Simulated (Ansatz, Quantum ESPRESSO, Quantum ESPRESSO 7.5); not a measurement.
**1T-SiO2, 1 layer: biaxial strain by an ASE script**

Aim: band edges, gap and stiffness of 1T-SiO2, 1 layer under biaxial strain.

Main program and level: Quantum ESPRESSO 7.5; plane-wave DFT, PBE, GBRV ultrasoft pseudopotentials (geometry by Ansatz 0.2.0 with PAW datasets; geometry under PBE).

### 1. The starting structure

The cell holds 3 atoms: 2 O and 1 Si. Cell: a = 2.422 Å, b = 2.422 Å, c = 16.859 Å, α = 90.0°, β = 90.0°, γ = 120.0°. It derives from SiO2. Vacuum lies along c.

This sheet is a model structure: its symmetry is held, and its stability is not tested here.

### 2. Geometry from Ansatz

The geometry comes first, from a plane-wave PAW code, so that the later runs on this slab share one structure.

input.yaml reads:

```yaml
crystal:
  lattice:
    - [2.421797, 0.0, 0.0]
    - [-1.2108985, 2.0973377248, 0.0]
    - [0.0, 0.0, 16.8590399999]
  atoms:
    - { symbol: O, position: [0.6666666667, 0.3333333333, 0.4448651881] }
    - { symbol: Si, position: [0.0, 0.0, 0.5] }
    - { symbol: O, position: [0.3333333333, 0.6666666667, 0.5551348119] }
kpoints:
  mp_grid: { grid: [12, 12, 1] }
hamiltonian:
  xc: pbe
scf:
  occupations: { method: fermi_dirac, width: 0.05 }
  convergence: { dr2_threshold: 1.0e-08 }
efield:
  axis: 3
  dipole_correction: true
  ramp_position: 0.97
  ramp_width: 0.04
relax:
  f_tol: 0.01
  cell: { fix: [c, alpha, beta] }
output:
  write_potential: true
  write_density: true
  volumetric_format: npy
```

Run with:

```console
> ansatz run input.yaml --threads 2 --pin off --max-ram 4096MiB --backend cpu --events-out ev --progress --plain --runs-dir out
```

Numbers of over 12 decimals in the logs are rounded to 6 here.

Log:

```text
Warning: relax.cell: scf.convergence.dr2_threshold = 1e-8 eV is looser than the 3e-10 eV advised for a relaxation that steers and ends on the stress (1e-10 eV for each atom of the cell: 3). What an SCF threshold leaves in a stress goes as its square root, and in the free energy as the threshold itself, and one threshold admits the most on a small cell: [figures from the program's tests cut] Set scf.convergence.dr2_threshold to 3e-10 eV or tighter. The threshold is an SCF's pass mark: one that does not reach it within its budget of iterations ends unconverged, or closes short of it on a stop that the run arms, and scf.convergence.dr2_threshold's page says what that costs each kind of run
Engine: ansatz 0.2.0, aarch64-unknown-linux-gnu
Pseudopotentials: kind: paw
Pseudopotential: O, paw, valence charge 6, recommended cutoff 420 eV (normal), O.paw.azcp
Pseudopotential: Si, paw, valence charge 4, recommended cutoff 420 eV (normal), Si.paw.azcp
Functional definition: PBE
  parameter kappa = 0.804
  parameter beta = 0.066725
  exchange = pbe_x(kappa = kappa, mu = beta*pi^2/3)
  correlation = pbe_c(beta = beta)
Crystal: 3 atoms, lattice volume = 85.633 Å³
Basis set: ecut = 420 eV, 1635 PW (Γ), exchange–correlation on 36×36×240 points (8 copies of the dense FFT grid, shifted against one another)
Bands: 12, of which v1, the nominal top of the filled ones, is band 8 counted from 1 (7 counted from 0)
Symmetry: 6 space group operations
k-points: 19 of 144 (time reversal used)
Non-local potential: O, projectors of the file, l = 0: 2, l = 1: 2, l = 2: 1
Non-local potential: Si, projectors of the file, l = 0: 2, l = 1: 2, l = 2: 2
PAW form: soft (Blöchl's): semilocal exchange-correlation on the pseudo side does not see the compensation charge
PAW one-centre angular grid: O, 110 points (default); XC on 64 Gauss nodes
PAW one-centre angular grid: Si, 110 points (default); XC on 64 Gauss nodes
Initial density: superposition of atomic densities (neutral atoms: chi_scale 0, normalization atom), corrected by the library's trained network
Initial wavefunctions: pseudopotential atomic-orbital guess
Functional: x = pbe(κ = 0.804, μ = 0.219515), c = pbe(β = 0.066725)
SCF iter   1: F=—  HF=-1771.559057 eV  |F-HF|=—  |Δ(HF+E_count)|=         —  Δρ=6.75e-3  dr2=3.12e-2  ethr=1.77e-3  p=0.000 e·Å  D=8.02e-4 V/Å  ΔV_dip=-0.01 eV  dr2_dipole=3.71e-7  V_vac-E_F(+/−)=5.29/5.30 eV  ⟨swp⟩=11.2  Hψ=2431  notcnv=0
efield: sawtooth ramp at fractional position 0.9700 (set: `efield.ramp_position`, or a place that a band, a saddle search or an elastic batch's reference lends), width 0.0400; the density the first Hamiltonian is built on has a dipole p = 0.000 e·Å; the dipole correction subtracts the counter field D = 8.02e-4 V/Å, which shifts the + side's vacuum level by -0.01 eV against the − side's; the planar-averaged density in the ramp window peaks in size at 1.1e-4 e/Å³
preconditioner: auto → none  [insulator: Δε(μ)=8.224 eV  Ē_g=19.899 eV  σ=0.050 eV  W_gap=1.00  n_scr=10 (ndim 8)  ℏωp=16.1 eV  f_vac=0.717  D(μ)=0.00/eV (n_scr^D=0)  ε∞_Penn≈1.7]
SCF iter   2: F=—  HF=-1771.549843 eV  |F-HF|=—  |Δ(HF+E_count)|=   9.21e-3  Δρ=2.00e-3  dr2=1.51e-3  ethr=1.95e-4  p=0.000 e·Å  D=1.76e-4 V/Å  ΔV_dip=-0.00 eV  dr2_dipole=1.00e-8  V_vac-E_F(+/−)=5.25/5.26 eV  ⟨swp⟩=3.7  Hψ=716  notcnv=0
SCF iter   3: F=—  HF=-1771.550507 eV  |F-HF|=—  |Δ(HF+E_count)|=   6.64e-4  Δρ=7.54e-4  dr2=2.20e-4  ethr=9.42e-6  p=0.000 e·Å  D=2.99e-4 V/Å  ΔV_dip=-0.01 eV  dr2_dipole=1.45e-7  V_vac-E_F(+/−)=5.09/5.09 eV  ⟨swp⟩=3.2  Hψ=466  notcnv=0
SCF iter   4: F=—  HF=-1771.550938 eV  |F-HF|=—  |Δ(HF+E_count)|=   4.31e-4  Δρ=1.20e-4  dr2=1.35e-5  ethr=1.37e-6  p=-0.000 e·Å  D=-4.86e-4 V/Å  ΔV_dip=0.01 eV  dr2_dipole=9.40e-7  V_vac-E_F(+/−)=4.94/4.93 eV  ⟨swp⟩=3.6  Hψ=538  notcnv=0
SCF iter   5: F=—  HF=-1771.550982 eV  |F-HF|=—  |Δ(HF+E_count)|=   4.42e-5  Δρ=7.76e-5  dr2=6.29e-6  ethr=8.45e-8  p=0.000 e·Å  D=4.64e-4 V/Å  ΔV_dip=-0.01 eV  dr2_dipole=8.03e-7  V_vac-E_F(+/−)=4.91/4.92 eV  ⟨swp⟩=3.5  Hψ=516  notcnv=0
SCF iter   6: F=—  HF=-1771.550984 eV  |F-HF|=—  |Δ(HF+E_count)|=   1.97e-6  Δρ=3.63e-5  dr2=7.99e-7  ethr=3.93e-8  p=0.000 e·Å  D=4.06e-5 V/Å  ΔV_dip=-0.00 eV  dr2_dipole=4.62e-9  V_vac-E_F(+/−)=4.91/4.91 eV  ⟨swp⟩=2.7  Hψ=338  notcnv=0
SCF iter   7: F=—  HF=-1771.550985 eV  |F-HF|=—  |Δ(HF+E_count)|=   7.56e-7  Δρ=1.10e-5  dr2=6.49e-8  ethr=4.99e-9  p=0.000 e·Å  D=1.78e-5 V/Å  ΔV_dip=-0.00 eV  dr2_dipole=5.26e-10  V_vac-E_F(+/−)=4.90/4.90 eV  ⟨swp⟩=2.8  Hψ=451  notcnv=0
SCF iter   8: F=-1771.550985 eV  HF=-1771.550985 eV  |F-HF|=1.62e-9  |Δ(HF+E_count)|=   1.78e-7  Δρ=2.11e-6  dr2=2.00e-9  ethr=6.25e-11  p=0.000 e·Å  D=9.14e-6 V/Å  ΔV_dip=-0.00 eV  dr2_dipole=1.29e-11  V_vac-E_F(+/−)=4.90/4.90 eV  ⟨swp⟩=12.4  Hψ=1909  notcnv=0
SCF 1 converged in 8 iterations: F = -1771.550985 eV  dr2 = 2.00e-9
  greatest PAW one-centre occupation: 0.877 electrons in one spin orbital (limit 2), on the O atom at site 0 (counted from 0), in its partial waves of l = 0
relax step   1: F+E_penalty+E_count = -1771.55098475 eV  Δ(F+E_penalty+E_count) = +0.000e0 eV  max|allowed force component| = 2.429e0 eV/Å  Δτ_max = 0.0000 Å  P = +22.997 GPa  Ω = 85.633 Å³  fix = [c, alpha, beta]  reactions: c +8.445 GPa  (8 SCF iters, accepted)
Crystal: 3 atoms, lattice volume = 92.538 Å³
Basis set: ecut = 420 eV, 1827 PW (Γ), exchange–correlation on 36×36×240 points (8 copies of the dense FFT grid, shifted against one another)
Initial density: handed on by an earlier stage of this run
Initial wavefunctions: those handed on with the density
iter 1 solved again at ethr=5.00e-4 eV; its pass at ethr=3.10e-3 eV (dr2=8.00e-2 eV) is discarded
SCF iter   1: F=—  HF=-1772.521640 eV  |F-HF|=—  |Δ(HF+E_count)|=         —  Δρ=9.93e-3  dr2=7.88e-2  ethr=5.00e-4  p=0.000 e·Å  D=9.41e-6 V/Å  ΔV_dip=-0.00 eV  dr2_dipole=1.01e-11  V_vac-E_F(+/−)=4.51/4.51 eV  ⟨swp⟩=1.4  Hψ=2197  notcnv=0
efield: sawtooth ramp at fractional position 0.9700 (set: `efield.ramp_position`, or a place that a band, a saddle search or an elastic batch's reference lends), width 0.0400; the density the first Hamiltonian is built on has a dipole p = 0.000 e·Å; the dipole correction subtracts the counter field D = 9.41e-6 V/Å, which shifts the + side's vacuum level by -0.00 eV against the − side's; the planar-averaged density in the ramp window peaks in size at 6.8e-6 e/Å³
[...]
relax step   9: F+E_penalty+E_count = -1773.14546403 eV  Δ(F+E_penalty+E_count) = -7.738e-5 eV  max|allowed force component| = 6.127e-4 eV/Å  Δτ_max = 0.0007 Å  P = +0.002 GPa  Ω = 106.278 Å³  energy of the carried Pulay correction = -3.162e-3 eV  fix = [c, alpha, beta]  reactions: c +0.007 GPa  (4 SCF iters, accepted)
Basis set: ecut = 420 eV, 2103 PW (Γ), exchange–correlation on 40×40×240 points (8 copies of the dense FFT grid, shifted against one another)
iter 1 solved again at ethr=3.29e-7 eV; its pass at ethr=3.10e-3 eV (dr2=5.26e-5 eV) is discarded
SCF iter   1: F=—  HF=-1773.148068 eV  |F-HF|=—  |Δ(HF+E_count)|=         —  Δρ=1.18e-4  dr2=1.63e-6  ethr=3.29e-7  p=0.000 e·Å  D=2.23e-6 V/Å  ΔV_dip=-0.00 eV  dr2_dipole=1.17e-10  V_vac-E_F(+/−)=5.59/5.59 eV  ⟨swp⟩=4.3  Hψ=2936  notcnv=0
efield: sawtooth ramp at fractional position 0.9700 (set: `efield.ramp_position`, or a place that a band, a saddle search or an elastic batch's reference lends), width 0.0400; the density the first Hamiltonian is built on has a dipole p = 0.000 e·Å; the dipole correction subtracts the counter field D = 2.23e-6 V/Å, which shifts the + side's vacuum level by -0.00 eV against the − side's; the planar-averaged density in the ramp window peaks in size at 6.7e-6 e/Å³
preconditioner: auto → none  [insulator: Δε(μ)=6.602 eV  Ē_g=17.772 eV  σ=0.050 eV  W_gap=1.00  n_scr=10 (ndim 8)  ℏωp=14.4 eV  f_vac=0.713  D(μ)=0.00/eV (n_scr^D=0)  ε∞_Penn≈1.7]
SCF iter   2: F=—  HF=-1773.148383 eV  |F-HF|=—  |Δ(HF+E_count)|=   3.14e-4  Δρ=5.58e-5  dr2=4.45e-7  ethr=1.02e-8  p=0.000 e·Å  D=1.22e-5 V/Å  ΔV_dip=-0.00 eV  dr2_dipole=1.69e-10  V_vac-E_F(+/−)=5.59/5.59 eV  ⟨swp⟩=2.7  Hψ=474  notcnv=0
SCF iter   3: F=—  HF=-1773.148512 eV  |F-HF|=—  |Δ(HF+E_count)|=   1.30e-4  Δρ=2.09e-5  dr2=1.17e-7  ethr=2.78e-9  p=-0.000 e·Å  D=-5.85e-6 V/Å  ΔV_dip=0.00 eV  dr2_dipole=8.02e-10  V_vac-E_F(+/−)=5.59/5.59 eV  ⟨swp⟩=3.2  Hψ=509  notcnv=0
iter 4 met the thresholds in force, and the SCF goes on: an eigenvalue changes by 4.33 meV, over its tolerance of 3.16 meV (output.eigenvalues, Limitations)
SCF iter   4: F=-1773.148543 eV  HF=-1773.148542 eV  |F-HF|=1.03e-6  |Δ(HF+E_count)|=   2.99e-5  Δρ=2.98e-6  dr2=8.26e-9  ethr=6.25e-11  p=0.000 e·Å  D=1.88e-5 V/Å  ΔV_dip=-0.00 eV  dr2_dipole=8.06e-10  V_vac-E_F(+/−)=5.59/5.59 eV  ⟨swp⟩=14.1  Hψ=2421  notcnv=0
iter 5 met the thresholds in force, and the SCF goes on: an eigenvalue changes by 8.56 meV, over its tolerance of 3.16 meV (output.eigenvalues, Limitations)
SCF iter   5: F=-1773.148543 eV  HF=-1773.148543 eV  |F-HF|=3.13e-7  |Δ(HF+E_count)|=   7.20e-7  Δρ=1.65e-6  dr2=2.60e-9  ethr=5.16e-11  p=-0.000 e·Å  D=-3.56e-7 V/Å  ΔV_dip=0.00 eV  dr2_dipole=2.52e-10  V_vac-E_F(+/−)=5.59/5.59 eV  ⟨swp⟩=10.4  Hψ=2014  notcnv=0
Mixer restart at iter 5: flushing history
SCF iter   6: F=-1773.148543 eV  HF=-1773.148543 eV  |F-HF|=2.59e-8  |Δ(HF+E_count)|=   3.21e-7  Δρ=4.09e-6  dr2=2.45e-8  ethr=1.63e-11  p=0.000 e·Å  D=2.89e-5 V/Å  ΔV_dip=-0.00 eV  dr2_dipole=2.69e-9  V_vac-E_F(+/−)=5.59/5.59 eV  ⟨swp⟩=3.7  Hψ=517  notcnv=0  κ⁻¹=1.0e0(r=1)
SCF iter   7: F=-1773.148543 eV  HF=-1773.148543 eV  |F-HF|=2.39e-11  |Δ(HF+E_count)|=   6.07e-9  Δρ=1.60e-7  dr2=2.50e-11  ethr=1.63e-11  p=0.000 e·Å  D=5.97e-6 V/Å  ΔV_dip=-0.00 eV  dr2_dipole=1.47e-12  V_vac-E_F(+/−)=5.59/5.59 eV  ⟨swp⟩=9.3  Hψ=1941  notcnv=0
SCF 10 converged in 7 iterations: F = -1773.148543 eV  dr2 = 2.50e-11
relax step  10: F+E_penalty+E_count = -1773.14854307 eV  Δ(F+E_penalty+E_count) = -3.079e-3 eV  max|allowed force component| = 5.671e-4 eV/Å  Δτ_max = 0.0000 Å  P = +0.014 GPa  Ω = 106.278 Å³  fix = [c, alpha, beta]  reactions: c +0.001 GPa  stress off target by 1.96e-2 GPa on what of the cell is left free  SCF on the basis re-selected at this cell (its energy is not comparable with the rows above)  (7 SCF iters)
basis re-selected at this cell: Δ(F+E_penalty+E_count) = -3.079e-3 eV, ΔP = +0.012 GPa vs the last step (what re-selecting the basis moved, of the pressure what is left beyond the Pulay correction that the steps carried, after the strain that the cell walked since its last selection, with what the two solves' SCF thresholds leave and, on support functions, any second-order correction that the steps lacked; it is no measure of the basis error at this ecutwfc). The dense FFT grid was sized anew with the basis: this SCF ran on 20×20×120 points, the steps before it on 18×18×120, so part of this shift can come from that change (see relax.cell in the input reference). [rest of the remark cut]
WARN: The output density's exchange-correlation potential varies sharply where the density is thin. Do not read a vacuum level from v_tot or v_xc, or from such a field of the output density. On a cell that repeats whose density bears no net charge and no dipole along the vacuum's axis use v_es (v_loc + v_h of the components); under efield.dipole_correction with no amplitude use v_es + v_field, which holds any externa [...]
SCF converged after 7 iterations
an eigenvalue changed by more than its tolerance at an iteration that met the thresholds in force, so the SCF went on 2 times, its first undamped step at iteration 5: the last check found none over its tolerance
Free energy (F): -1773.148543 eV
Harris-Foulkes:  -1773.148543 eV  (|F-HF|=2.39e-11)
Internal energy: -1773.148543 eV  (E = F + TS)
E sigma→0 (E₀):  -1773.148543 eV
Fermi energy:    -1.620374 eV
Dipole field:    D = 0.000008 V/Å  (p = 0.000005 e·Å, saw-weighted, corrected)
Work function:   Φ+ = 5.5912 eV   Φ− = 5.5913 eV
Levels:          The Fermi level and band energies are counted from a zero that moves with the ramp; work functions are not
--- Per-component energies (eV) ---
  E_band       = -190.546196
  E_kinetic    = 403.973543
  E_local      = -7464.693787  (includes V_loc(G=0)·N_el)
  E_nonlocal   = 117.823346
  E_hartree    = 3533.357874
  E_xc         = -205.704780
  E_vxc        = -239.311116  (∫ρ·V_xc dr)
  E_paw        = -829.784041  (= ΣΔE_a)
  E_vpaw       = -75.058913  (= ΣTr[D̂ρ^β])
  E_aug_tail   = 0.005050  (compensation charges beyond the density's cutoff)
  E_efield     = 0.000000  (sawtooth field / dipole correction)
  E_vefield    = -0.000022  (∫n·V_field dr)
  E_ewald      = 2671.874251
  E_smearing   = -0.000000  (= −TS)
  E_closure    = 0.000000  (closes the sum)
  Σ components = -1773.148543   (vs F -1773.148543, Δ=0.00e0)
--- Forces (eV/Å), atoms counted from 1 ---
  atom   1  O     -0.00000000    -0.00000000    -0.00056724
  atom   2  Si     0.00000000     0.00000000     0.00000417
  atom   3  O      0.00000000     0.00000000     0.00056271
  max |Σ_I F_I| component: 3.65e-7 eV/Å
--- Stress (GPa, compression-positive) ---
        0.019559       0.000000       0.000000
        0.000000       0.019559       0.000000
        0.000000       0.000000       0.001488
  P = ⅓ Tr σ = 0.0135 GPa (0.135 kbar)
--- Band table (eV; the first three rows and the last of 19) ---
  k-point 0: bands = [... 4 lower, -6.9234, -5.8666, -5.8666, -5.5702, 1.6012, 3.3887, 3.8037, 3.8582]
  k-point 1: bands = [... 4 lower, -7.1037, -6.2495, -5.8471, -5.3152, 2.0320, 3.6621, 3.9911, 4.1268]
  k-point 2: bands = [... 4 lower, -7.5100, -7.0511, -5.8670, -5.0756, 2.9733, 4.1980, 4.4928, 4.8974]
  k-point 18: bands = [... 4 lower, -10.4894, -8.8833, -5.5987, -5.5987, 5.5810, 8.8908, 9.0167, 9.0167]
--- Relaxed structure (8 steps of the walk, 8 accepted, 2 SCFs on fresh bases) ---
  F+E_penalty+E_count = -1773.14854307 eV   max|allowed force component| = 5.671e-4 eV/Å   (the final SCF, on the basis selected at the relaxed cell)
  cell:  # Å, volume = 106.2778 Å³
    - [2.697985, 0.0, 0]
    - [-1.348993, 2.336524, 0]
    - [0, 0, 16.8590399999]
  atoms:
    - { symbol: O, position: [0.666667, 0.333333, 0.445678] }
    - { symbol: Si, position: [0, 0, 0.500000] }
    - { symbol: O, position: [0.333333, 0.666667, 0.554322] }
```

Elapsed: 16 s, on 2 threads of Arm Neoverse V1, shared host; peak memory 0.36 GiB; 31 s of CPU time.

The steps of the relaxation:

| step | energy less that of the first step (eV) | largest force component (eV/Å) | pressure (GPa) | volume (Å³) |
| --- | --- | --- | --- | --- |
| 1 | 0.0000 | 2.4289 | 23.00 | 85.63 |
| 2 | -0.9426 | 1.5598 | 12.54 | 92.54 |
| 3 | -1.4538 | 0.4412 | 2.43 | 101.55 |
| 4 | -1.4790 | 0.1026 | 0.21 | 103.86 |
| 5 | -1.4793 | 0.0009 | -0.20 | 104.21 |
| 6* | -1.5869 | 0.0382 | 1.18 | 104.21 |
| 7 | -1.5948 | 0.0037 | 0.18 | 105.92 |
| 8 | -1.5944 | 0.0147 | 0.01 | 106.32 |
| 9 | -1.5945 | 0.0006 | 0.00 | 106.28 |
| 10* | -1.5976 | 0.0006 | 0.01 | 106.28 |

Relaxation steps marked * repeat the geometry before them on a plane-wave basis chosen anew for their cell, so energy and pressure can jump there.

Forces are held to the 6 operations that the run works with; a distortion that breaks them can't arise in this run.

| cell as run | before | after | change |
| --- | --- | --- | --- |
| a (Å) | 2.422 | 2.698 | +11.4 % |
| b (Å) | 2.422 | 2.698 | +11.4 % |

The atoms that moved most (Å, along periodic axes as changes of fractional coordinates times the final cell, across vacuum about the mean position):

| atom | dx | dy | dz | length |
| --- | --- | --- | --- | --- |
| O1 | 0.000 | 0.000 | 0.014 | 0.014 |
| O3 | 0.000 | 0.000 | -0.014 | 0.014 |

The relaxed structure:

```xyz
3
Lattice="2.6980 0.0000 0.0000 -1.3490 2.3365 0.0000 0.0000 0.0000 16.8590" Properties=species:S:1:pos:R:3
O     1.3490    0.7788    7.5137
Si    0.0000    0.0000    8.4295
O     0.0000    1.5577    9.3453
```

This step gave:

* free energy: -1773.1485 eV
* Fermi energy: -1.620 eV
* gap by band count: 6.601 eV
* symmetry operations: 6
* dipole along the normal: 4.82e-6 e·Å
* vacuum level at the upper face over a Fermi level inside the gap: 5.591 eV
* vacuum level at the lower face over a Fermi level inside the gap: 5.591 eV

(Continued in part 2 of 2.)

[Logs are printed without paths, hosts, clocks, repeated set-up lines and the standing remarks that a program may print on its own settings, such as how far it seeks lower states.]

[Hosts, paths, dates, database ids (printed as entryN), source tags and the programs' standing remarks are cut or masked in the printed files.]

[Maps of the electrostatic potential energy from Ansatz leave out the sawtooth potential of an applied field or a dipole correction, so their vacuum need not be flat; planar profiles and work functions include it.]
